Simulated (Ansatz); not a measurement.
# ScF3 (Pm-3m): phonons and vibrational spectra

Wanted: vibrations and spectra of ScF3 (Pm-3m); the cell is already relaxed.

Program: Ansatz 0.2.0. Level of theory: DFT LDA, scalar-relativistic, plane waves, PAW. Results are calculated unless marked as measured.

### 1. The structure

Symmetry: Pm-3m, No. 221, cubic system. Conventional cell: a = 3.973 Å, b = 3.973 Å, c = 3.973 Å, α = 90.00°, β = 90.00°, γ = 90.00°. Sc has 6 F at 1.99 Å nearest. Nearest to F lie 2 Sc at 1.99 Å. Farther neighbours and most contacts between anions are not listed.

### 2. Modes at Γ

The cell comes from relaxations at this level that are not shown. The zone centre is the only wavevector solved here; it holds the modes that light can see, as far as symmetry allows. The response to a homogeneous field gives the Born charges and the dielectric tensor, and its change with displacement the Raman tensors.

The input, input.yaml:

```yaml
crystal:
  lattice:
    - [3.9728884794, 0.0, 0.0]
    - [0.0, 3.9728884794, 0.0]
    - [0.0, 0.0, 3.9728884794]
  atoms:
    - { symbol: Sc, position: [0.0, 0.0, 0.0] }
    - { symbol: F, position: [0.5, 0.0, 0.0] }
    - { symbol: F, position: [0.0, 0.5, 0.0] }
    - { symbol: F, position: [0.0, 0.0, 0.5] }
kpoints:
  mp_grid: { grid: [8, 8, 8] }
hamiltonian:
  xc: lda
scf:
  occupations: { method: fixed }
output:
  eigenvalues: true
phonons:
  method: dfpt
  dielectric: true
  rigid_motions: translations
  raman: true
```

On the command line:

```sh
$ ansatz run input.yaml --threads 4 --pin off --max-ram 7168MiB --backend cpu --events-out ev --progress --plain --runs-dir out
```

What does the calculation give for the highest optical mode at the zone centre, top of the zone-centre spectrum with the field and lowest optical zone-centre mode?

The structure is stable against zone-centre distortions, since no mode there is imaginary; runs at other wavevectors are not part of this account. Without the field, the optical modes at Γ span 124 to 488 cm⁻¹. The dispersion is not part of this account.

```
volume per atom                                         : 15.7 Å³
gap on the k-mesh                                       : 6.36 eV
highest optical mode at the zone centre (no LO-TO term) : 488 cm⁻¹
top of the zone-centre spectrum with the field          : 693 cm⁻¹
lowest optical zone-centre mode                         : 124 cm⁻¹
mean high-frequency dielectric constant                 : 2.28
mean static dielectric constant                         : 7.95
largest Born charge (third of the trace)                : 3.98 e
imaginary modes at Γ (the only wavevector solved)       : none
```

The highest mode in this list at Γ, 487.7 cm⁻¹, is mostly motion of F (80 % of the kinetic energy). With the macroscopic field of the longitudinal modes the top of the zone-centre spectrum lies at 693 cm⁻¹, against 488 cm⁻¹ without it. Lattice motion raises the mean dielectric constant from 2.277 to 7.952. The strongest infrared line is at 488 cm⁻¹. No mode is Raman active to first order. These are harmonic frequencies at zero temperature: anharmonic shifts, linewidths and thermal expansion are left out.

[Logs are printed without paths, hosts, clocks, repeated set-up lines and the standing remarks that a program may print on its own settings, such as how far it seeks lower states.]

[Hosts, paths, dates, database ids (printed as entryN), source tags and the programs' standing remarks are cut or masked in the printed files.]
